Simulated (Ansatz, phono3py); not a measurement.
# Heat carried by phonons in KCl (Sylvite, Fm-3m), part 3 of 5

How well does the lattice of KCl (Sylvite) conduct heat?

Experimental results on record:
- thermal conductivity 7.1 W/m/K near room temperature (given in “Combining the AFLOW GIBBS and Elastic Libraries to efficiently and robustly screen thermo-mechanical properties of solids”, 2017, arXiv:1611.05714)
- thermal conductivity 7.1 W/m/K near room temperature (given in “Predicting the lattice thermal conductivity of solids by solving the Boltzmann transport equation: AFLOW - AAPL an automated, accurate and efficient framework”, 2017, arXiv:1611.05481)

Ansatz 0.2.0; DFT LDA, scalar-relativistic, plane waves, PAW; PAW set soft_1.

So far. Step 2 (A first coarse run): The start is under -2.0 GPa at this level and looks like an insulator or semiconductor on this mesh. Step 5 (Tight relaxation): The residual pressure is -0.0096 GPa, small enough for phonons. The relaxed cell has a = 6.077 Å (conventional setting).

**6. A cheap rung**

A small supercell and a short cutoff cost little, and show how far such settings carry.

File input.yaml:

```yaml
crystal:
  lattice:
    - [0.0, 3.0386370755, 3.0386370755]
    - [3.0386370755, 0.0, 3.0386370755]
    - [3.0386370755, 3.0386370755, 0.0]
  atoms:
    - { symbol: K, position: [0.0, 0.0, 0.0] }
    - { symbol: Cl, position: [0.5, 0.5, 0.5] }
kpoints:
  mp_grid: { grid: [4, 4, 4] }
hamiltonian:
  xc: lda
  pseudopotentials: { kind: paw, azcp: { folder: soft_1 }, xc_functional: pbe }
scf:
  occupations: { method: fixed }
  lower_state_search: "off"
output:
  eigenvalues: true
phonons:
  method: fd
  dielectric: true
  qmesh: [4, 4, 4]
  temperatures: { t_max: 1000, t_step: 50 }
  qpath:
    path:
      - [[0.0, 0.0, 0.0], [0.5, 0.0, 0.5], [0.625, 0.25, 0.625]]
      - [[0.375, 0.375, 0.75], [0.0, 0.0, 0.0], [0.5, 0.5, 0.5], [0.5, 0.25, 0.75], [0.5, 0.0, 0.5]]
    npoints: 10
  third_order: { supercell: [2, 2, 2], pair_cutoff: 3.189 }
  lattice_thermal_conductivity:
    qmesh: [11, 11, 11]
    temperatures: [50.0, 100.0, 150.0, 200.0, 300.0, 400.0, 500.0, 600.0, 800.0]
    isotope_mass_variance:
      - { species: Cl, variance: 0.0005827 }
      - { species: K, variance: 0.000164 }
```

The run is started by

```sh
ansatz run input.yaml --threads 8 --pin off --max-ram 19456MiB --backend cpu --events-out ev --progress --plain --runs-dir out
```

Numbers of over 12 decimals in the logs are rounded to 6 here.

Output:

```text
Warning: phonons.dielectric: true without phonons.rigid_motions: the static dielectric tensor ε⁰ will be withheld (ε∞, Z* and the rows of modes are given); for a crystal or a slab, whose only rigid motions are the translations, set phonons.rigid_motions: translations
[...]
Crystal: 8 atoms, lattice volume = 224.454 Å³
Basis set: ecut = 420 eV, 4367 PW (Γ), FFT grids on a1, a2, −2a1−2a2+a3
Bands: 40, of which v1, the nominal top of the filled ones, is band 32 counted from 1 (31 counted from 0)
Symmetry: 32 space group operations
k-points: 9 of 16
[...]
SCF iter   1: F=—  HF=-10177.171117 eV  |F-HF|=—  |Δ(HF+E_count)|=         —  Δρ=1.08e-7  dr2=2.13e-11  ethr=1.00e-12  ⟨swp⟩=3.0  Hψ=980  notcnv=0
[...]
SCF iter   2: F=-10177.171117 eV  HF=-10177.171117 eV  |F-HF|=3.64e-12  |Δ(HF+E_count)|=  7.28e-12  Δρ=4.80e-8  dr2=4.27e-12  ethr=1.00e-12  ⟨swp⟩=3.0  Hψ=962  notcnv=0
SCF 1 converged in 2 iterations: F = -10177.171117 eV  dr2 = 4.27e-12
[...]
Crystal: 2 atoms, lattice volume = 56.113 Å³
Basis set: ecut = 420 eV, 1067 PW (Γ), exchange–correlation on 60×60×60 points (8 copies of the dense FFT grid, shifted against one another)
Bands: 12, of which v1, the nominal top of the filled ones, is band 8 counted from 1 (7 counted from 0)
Symmetry: 48 space group operations
k-points: 13 of 64 (irreducible under 8 space group operations, time reversal used)
[...]
SCF iter   5: F=-2544.292780 eV  HF=-2544.292780 eV  |F-HF|=6.64e-11  |Δ(HF+E_count)|=  3.82e-11  Δρ=3.86e-7  dr2=8.13e-11  ethr=1.00e-12  ⟨swp⟩=5.0  Hψ=715  notcnv=0
SCF 2 converged in 5 iterations: F = -2544.292780 eV  dr2 = 8.13e-11
[...]
NSCF: frozen V_eff on 1 k-points
DFPT response loops at Γ: preconditioner auto → none (the input reference at scf.mixing.eps_inf says where Resta's filter doesn't serve); β = 0.50; Broyden in place of MSR1
Symmetry: 1 space group operations
k-points: 10 of 16 (time reversal used)
[...]
SCF iter   8: F=-10177.171110 eV  HF=-10177.171110 eV  |F-HF|=1.82e-12  |Δ(HF+E_count)|=  3.64e-12  Δρ=1.02e-8  dr2=4.33e-13  ethr=1.00e-12  ⟨swp⟩=6.0  Hψ=1535  notcnv=0
SCF 3 converged in 8 iterations: F = -10177.171110 eV  dr2 = 4.33e-13
[...]
SCF iter   6: F=-10177.171110 eV  HF=-10177.171110 eV  |F-HF|=0.00e0  |Δ(HF+E_count)|=  2.73e-11  Δρ=4.77e-8  dr2=5.59e-12  ethr=1.00e-12  ⟨swp⟩=5.5  Hψ=1872  notcnv=0
SCF 4 converged in 6 iterations: F = -10177.171110 eV  dr2 = 5.59e-12
Basis set: ecut = 420 eV, 4363 PW (Γ), FFT grids on a1, a2, −a1+2a2+a3
Symmetry: 16 space group operations
k-points: 7 of 16
SCF iter   1: F=—  HF=-10177.171117 eV  |F-HF|=—  |Δ(HF+E_count)|=         —  Δρ=1.18e-7  dr2=2.59e-11  ethr=1.00e-12  ⟨swp⟩=3.0  Hψ=762  notcnv=0
[...]
SCF iter   2: F=-10177.171117 eV  HF=-10177.171117 eV  |F-HF|=5.46e-12  |Δ(HF+E_count)|=  3.64e-12  Δρ=5.14e-8  dr2=4.93e-12  ethr=1.00e-12  ⟨swp⟩=3.0  Hψ=749  notcnv=0
SCF 5 converged in 2 iterations: F = -10177.171117 eV  dr2 = 4.93e-12
Symmetry: 2 space group operations
k-points: 7 of 16 (time reversal used)
[...]
SCF iter   8: F=-10177.171109 eV  HF=-10177.171109 eV  |F-HF|=1.82e-12  |Δ(HF+E_count)|=  1.82e-12  Δρ=8.32e-9  dr2=2.17e-13  ethr=1.00e-12  ⟨swp⟩=5.4  Hψ=1039  notcnv=0
SCF 6 converged in 8 iterations: F = -10177.171109 eV  dr2 = 2.17e-13
[...]
SCF iter   8: F=-10177.171110 eV  HF=-10177.171110 eV  |F-HF|=1.82e-12  |Δ(HF+E_count)|=  3.64e-12  Δρ=1.02e-8  dr2=3.65e-13  ethr=1.00e-12  ⟨swp⟩=6.0  Hψ=1573  notcnv=0
SCF 7 converged in 8 iterations: F = -10177.171110 eV  dr2 = 3.65e-13
[...]
SCF iter   6: F=-10177.171110 eV  HF=-10177.171110 eV  |F-HF|=0.00e0  |Δ(HF+E_count)|=  3.64e-11  Δρ=4.63e-8  dr2=5.02e-12  ethr=1.00e-12  ⟨swp⟩=5.6  Hψ=1329  notcnv=0
SCF 8 converged in 6 iterations: F = -10177.171110 eV  dr2 = 5.02e-12
[...]
SCF 9 converged in 3 iterations: F = -10177.171110 eV  dr2 = 2.24e-12
[...]
SCF 10 converged in 7 iterations: F = -10177.171110 eV  dr2 = 7.56e-13
[...]
SCF 11 converged in 3 iterations: F = -10177.171110 eV  dr2 = 1.84e-12
Basis set: ecut = 420 eV, 4361 PW (Γ), FFT grids on a1, a2, −2a1+2a2+a3
Symmetry: 64 space group operations
k-points: 6 of 16
[...]
SCF iter   2: F=—  HF=-20354.340883 eV  |F-HF|=—  |Δ(HF+E_count)|=   8.89e-5  Δρ=1.38e-4  dr2=4.08e-5  ethr=2.60e-7  ⟨swp⟩=2.0  Hψ=595  notcnv=0  defer=76
[...]
SCF iter   7: F=-20354.341367 eV  HF=-20354.341367 eV  |F-HF|=0.00e0  |Δ(HF+E_count)|=  1.46e-10  Δρ=1.07e-7  dr2=5.14e-11  ethr=1.00e-12  ⟨swp⟩=4.0  Hψ=1416  notcnv=0
SCF 37 converged in 7 iterations: F = -20354.341367 eV  dr2 = 5.14e-11
[...]
SCF iter   8: F=-20354.340145 eV  HF=-20354.340145 eV  |F-HF|=3.64e-12  |Δ(HF+E_count)|=  6.15e-10  Δρ=6.88e-8  dr2=2.54e-11  ethr=1.00e-12  ⟨swp⟩=5.0  Hψ=2264  notcnv=0
SCF 38 converged in 8 iterations: F = -20354.340145 eV  dr2 = 2.54e-11
[...]
SCF iter   7: F=-20354.340540 eV  HF=-20354.340540 eV  |F-HF|=2.18e-11  |Δ(HF+E_count)|=  2.18e-11  Δρ=1.78e-7  dr2=1.53e-10  ethr=1.00e-12  ⟨swp⟩=5.0  Hψ=1728  notcnv=0
SCF 39 converged in 7 iterations: F = -20354.340540 eV  dr2 = 1.53e-10
[...]
SCF iter   8: F=-20354.339754 eV  HF=-20354.339754 eV  |F-HF|=1.09e-11  |Δ(HF+E_count)|=  6.62e-10  Δρ=6.94e-8  dr2=2.55e-11  ethr=1.00e-12  ⟨swp⟩=5.0  Hψ=1735  notcnv=0
SCF 40 converged in 8 iterations: F = -20354.339754 eV  dr2 = 2.55e-11
[...]
SCF iter   8: F=-20354.340071 eV  HF=-20354.340071 eV  |F-HF|=7.28e-12  |Δ(HF+E_count)|=  1.93e-10  Δρ=6.33e-8  dr2=1.92e-11  ethr=1.00e-12  ⟨swp⟩=4.6  Hψ=1891  notcnv=0
SCF 41 converged in 8 iterations: F = -20354.340071 eV  dr2 = 1.92e-11
[...]
SCF iter   7: F=-20354.340503 eV  HF=-20354.340503 eV  |F-HF|=3.64e-11  |Δ(HF+E_count)|=  1.82e-10  Δρ=1.76e-7  dr2=1.60e-10  ethr=1.00e-12  ⟨swp⟩=5.0  Hψ=1719  notcnv=0
SCF 42 converged in 7 iterations: F = -20354.340503 eV  dr2 = 1.60e-10
[...]
SCF iter   8: F=-20354.340145 eV  HF=-20354.340145 eV  |F-HF|=0.00e0  |Δ(HF+E_count)|=  5.31e-10  Δρ=6.34e-8  dr2=2.22e-11  ethr=1.00e-12  ⟨swp⟩=5.0  Hψ=2160  notcnv=0
SCF 43 converged in 8 iterations: F = -20354.340145 eV  dr2 = 2.22e-11
[...]
SCF iter   7: F=-20354.340080 eV  HF=-20354.340080 eV  |F-HF|=4.58e-10  |Δ(HF+E_count)|=   2.23e-9  Δρ=3.44e-7  dr2=8.04e-10  ethr=1.00e-12  ⟨swp⟩=5.0  Hψ=2336  notcnv=0
SCF 44 converged in 7 iterations: F = -20354.340080 eV  dr2 = 8.04e-10
[...]
SCF iter   8: F=-20354.339639 eV  HF=-20354.339639 eV  |F-HF|=7.28e-12  |Δ(HF+E_count)|=  5.02e-10  Δρ=6.84e-8  dr2=2.40e-11  ethr=1.00e-12  ⟨swp⟩=5.0  Hψ=1685  notcnv=0
SCF 45 converged in 8 iterations: F = -20354.339639 eV  dr2 = 2.40e-11
SCF converged after 2 iterations
Free energy (F): -10177.171117 eV
[...]
Internal energy: -10177.171117 eV  (E = F + TS)
E sigma→0 (E₀):  -10177.171117 eV
Fermi energy:    1.331532 eV
[...]
--- Band table (eV; the first three rows and the last of 9) ---
  k-point 0: bands = [... 28 lower, 1.0780, 1.3315, 1.3315, 1.3315, 6.4428, 7.3746, 9.0080, 9.0080, ... 4 higher]
  k-point 1: bands = [... 28 lower, 1.0992, 1.0992, 1.0992, 1.0992, 7.8183, 7.8183, 8.4021, 8.4021, ... 4 higher]
  k-point 2: bands = [... 28 lower, 1.1776, 1.1776, 1.1776, 1.1776, 8.0170, 8.0170, 8.1613, 8.1613, ... 4 higher]
  k-point 8: bands = [... 28 lower, 0.8872, 0.8872, 0.8872, 0.8872, 8.7986, 8.7986, 9.1456, 9.1456, ... 4 higher]
--- Phonons: 16 displaced members + 5 references (amplitude of the first 0.0025 Å, Σ member SCF iterations 98) ---
  ASR residual: 5.521e-4 → 0.000e0 eV/Å²; symmetrization residual: 2.562e-4 eV/Å²
  largest component of a force at the reference: 2.5e-29 eV/Å
  ASR residual per site (eV/Å²): 5.52e-4 2.28e-4
  Γ frequencies (cm⁻¹): 0.00 0.00 0.00 161.15 161.15 161.15
  Unit cell's response to a homogeneous field, on a k mesh of 4×4×4: 1 representative field direction (Σ response iterations 7)
  ε∞ (high-frequency dielectric tensor):
        2.501955    -0.000000    -0.000000
        0.000000     2.501955    -0.000000
        0.000000     0.000000     2.501955
  ε⁰ (static dielectric tensor): not given — the deck does not say what the cell's rigid motions are, and on a molecule in a box or a wire the rigid rotations would enter the sum over the modes at Γ. For a crystal or a slab, whose only rigid motions are the translations, set phonons.rigid_motions: translations.
  Born effective charges Z* (e; rows j = field, columns β = displacement):
    site 0:
         1.10907   -0.00000    0.00000
        -0.00000    1.10907   -0.00000
        -0.00000   -0.00000    1.10907
    site 1:
        -1.10907    0.00000   -0.00000
         0.00000   -1.10907    0.00000
         0.00000    0.00000   -1.10907
  Z* charge neutrality: 7.236e-6 e pre-enforcement
  k-mesh period / interband length: 17.2 Å / 1.15 Å = 14.99 at k = (0.0000, 0.0000, 0.0000), direct gap 5.111 eV — 14 or more, which is no proof of convergence
  optical modes at Γ without the LO–TO term, one row a degenerate level:
      ω (cm⁻¹)  modes    IR ((D/Å)²/amu)
        161.15      3             4.5789
  optical modes at Γ + LO–TO along q̂ = [1.0000, 0.0000, 0.0000]:
      ω (cm⁻¹)  modes    IR ((D/Å)²/amu)
        161.15      2             3.0526
        221.72      1             1.5263
  optical modes at Γ + LO–TO along q̂ = [0.0000, 1.0000, 0.0000]:
      ω (cm⁻¹)  modes    IR ((D/Å)²/amu)
        161.15      2             3.0526
        221.72      1             1.5263
  optical modes at Γ + LO–TO along q̂ = [0.0000, 0.0000, 1.0000]:
      ω (cm⁻¹)  modes    IR ((D/Å)²/amu)
        161.15      2             3.0526
        221.72      1             1.5263
--- Phonons (by wavevector): 8 wavevectors in 5 supercells ---
  supercell 1 (4 cells, vectors [1, 0, 0], [-1, 1, 1], [0, 0, 4] in multiples of the cell's): 2 displaced members by 0.0025 Å; free energy -10177.171117 eV; taken off its force constants: by the sum rule 2.4e-4, by the symmetrisation 2.6e-4 eV/Å²
  symmetry images taken by strict's conditions (phonons.symmetry_images: auto; settled by no image being taken that strict refuses)
[...]
q = [0.0000, 0.0000, 0.0000] (star 1, supercell 1; hermiticity 0.00e0, symmetrization 2.20e-6): -0.00 -0.00 0.00 161.15 161.15 161.15
[...]
joined force constants: q→R imaginary residual 5.11e-18
  density of states and harmonic sums: on the 20×20×20 q-mesh, interpolated from the force constants of a 4×4×4 supercell (with the dipole–dipole term)
  largest difference from the sums on the solved wave vectors: F 1.31e-2 eV, S 1.71e-5 and C_V 4.00e-6 eV/K
  zero-point energy: 0.047158 eV/cell   skipped modes (ω ≤ 0): 3   left out of the sums: 6.25e-5 of the cell's modes: C_V's classical limit lies that fraction below 3 k_B per atom; for a crystal, a wire or a layer, F and S can be off by more, and a phonons.interpolated_qmesh denser along its periods is the remedy for the sampling
--- Third-order force constants: 22 member SCFs in a 2×2×2 supercell (pair cutoff 3.189 Å, amplitude 0.03 Å, SCF threshold 1.00e-9 eV, Σ member SCF iterations 164) ---
[...]
38 force-constant blocks with the first atom in the home cell, fitted with 6 parameters over 4 symmetry orbits; no atom triplet left out
  sum-rule residual: 1.366e-1 → 8.882e-16 eV/Å³; symmetrization residual: 6.584e-3 eV/Å³; largest sum-rule correction relative to its orbit: 2.795e-2, on the orbit of the block of home site 0 with site 1 of cell (-1, -1, 0) and site 0 of cell (0, 0, 0), whose norm before the correction was 4.890e0 eV/Å³
--- Lattice thermal conductivity: 11×11×11 mesh (56 irreducible points), tetrahedron method ---
  three-phonon and isotope scattering only; four-phonon, boundary and, in a metal, phonon-electron scattering are left out
  each conductivity is what the modes' populations carry and what the coherences between them add
  conductivity (a third of the tensor's trace), W/(m K), in the relaxation-time approximation and from the full solution:
       T (K)   relaxation time   full solution  iterations             ending  least Ritz value
       50.00           64.4329         71.9869           8          converged          5.387e-1
      100.00           30.3940         36.4896           9          converged          4.967e-1
      150.00           20.5879         25.4830           9          converged          4.780e-1
      200.00           15.6615         19.6906           9          converged          4.674e-1
      300.00           10.6429         13.5886           9          converged          4.558e-1
      400.00            8.0863         10.3995           9          converged          4.496e-1
      500.00            6.5359          8.4381           9          converged          4.457e-1
      600.00            5.4956          7.1103          10          converged          4.430e-1
      800.00            4.1885          5.4278          10          converged          4.395e-1
```

The job ended after 43 s (8 threads of Arm Neoverse V1, shared host; peak memory 1.4 GiB; 5.2 min of CPU time).

This step gave:

```yaml
gamma_frequencies: 0, 0, 0, 161.2, 161.2, 161.2 cm⁻¹ (negative: imaginary)
lowest_frequency_on_the_path: 0 cm⁻¹
zero_point_energy: 0.04716 eV/cell
point_group: m-3m
highest_frequency: 221.7 cm⁻¹
debye_temperature_from_the_second_moment: 247 K
kappa_at_300_k_relaxation_time: 10.64 W/m/K
kappa_at_300_k_full_solution: 13.59 W/m/K
dipole_term: run
mean_free_path_at_half_of_kappa: 17.9 nm
share_of_kappa_above_the_three_lowest_branches: 0.113
third_order_blocks: 38
periodic_aliases_dropped: 0
largest_relative_sum_rule_correction: 0.02795
displaced_cells_third_order: 22
```

W/m/K. Kappa, by row:

```csv
T (K),RTA xx,RTA yy,RTA zz,full xx,full yy,full zz,coherence part xx,coherence part yy,coherence part zz,ending,iterations,least Ritz value
50,64.43,64.43,64.43,71.99,71.99,71.99,0.02084,0.02084,0.02084,converged,8,0.539
100,30.39,30.39,30.39,36.49,36.49,36.49,0.06286,0.06286,0.06286,converged,9,0.497
150,20.59,20.59,20.59,25.48,25.48,25.48,0.0815,0.0815,0.0815,converged,9,0.478
200,15.66,15.66,15.66,19.69,19.69,19.69,0.09139,0.09139,0.09139,converged,9,0.467
300,10.64,10.64,10.64,13.59,13.59,13.59,0.1044,0.1044,0.1044,converged,9,0.456
400,8.086,8.086,8.086,10.4,10.4,10.4,0.115,0.115,0.115,converged,9,0.45
500,6.536,6.536,6.536,8.438,8.438,8.438,0.1245,0.1245,0.1245,converged,9,0.446
600,5.496,5.496,5.496,7.11,7.11,7.11,0.1331,0.1331,0.1331,converged,10,0.443
800,4.189,4.189,4.189,5.428,5.428,5.428,0.1476,0.1476,0.1476,converged,10,0.44
```

This rung gives 10.6 W/(m K) at 300 K by relaxation time, but with 16 atoms, 1 neighbour distance inside the cutoff and a 11×11×11 mesh it is a test, not the conductivity of the crystal.

(Part 3 of 5 ends here.)

[Logs are printed without paths, hosts, clocks, repeated set-up lines and the standing remarks that a program may print on its own settings, such as how far it seeks lower states.]

[Hosts, paths, dates, database ids (printed as entryN), source tags and the programs' standing remarks are cut or masked in the printed files.]

[A step with changed settings may run another functional than the one named; its input shows which.]
